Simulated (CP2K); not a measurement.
Two runs for the N K edge of diazene. Run A: CP2K XAS_TDP, all-electron GAPW, PBEh(45%), aug-cc-pVTZ, TDA, no relativity. Run B differs in one setting.

First lines with a strength over 0.0015. A:

```csv
atom,energy (eV),states,"strength, one atom"
"N1 (bonded to N and H), 2 alike",393.86,1,0.0637
,398.74,1,0.0214
,400.80,1,0.0028
,401.42,1,0.0102
,401.83,1,0.0048
```

B:

```csv
atom,energy (eV),states,"strength, one atom"
"N1 (bonded to N and H), 2 alike",398.31,1,0.0630
,403.19,1,0.0212
,405.25,1,0.0027
,405.87,1,0.0101
,406.28,1,0.0048
```

Question: Which was it: scalar relativity switched on, the basis, the functional, GW2X switched on?

GW2X switched on. GW2X shifts an atom's lines together and keeps their spacings. Against PBEh(45%) in aug-cc-pVTZ, the leading line moves by +4.45 eV, to 398.31 eV.

[Banner, clock and machine lines of the logs are left out without a mark of their own.]

[Logs are printed without paths, hosts, clocks, repeated set-up lines and the standing remarks that a program may print on its own settings, such as how far it seeks lower states.]

[Hosts, paths, dates, database ids (printed as entryN), source tags and the programs' standing remarks are cut or masked in the printed files.]
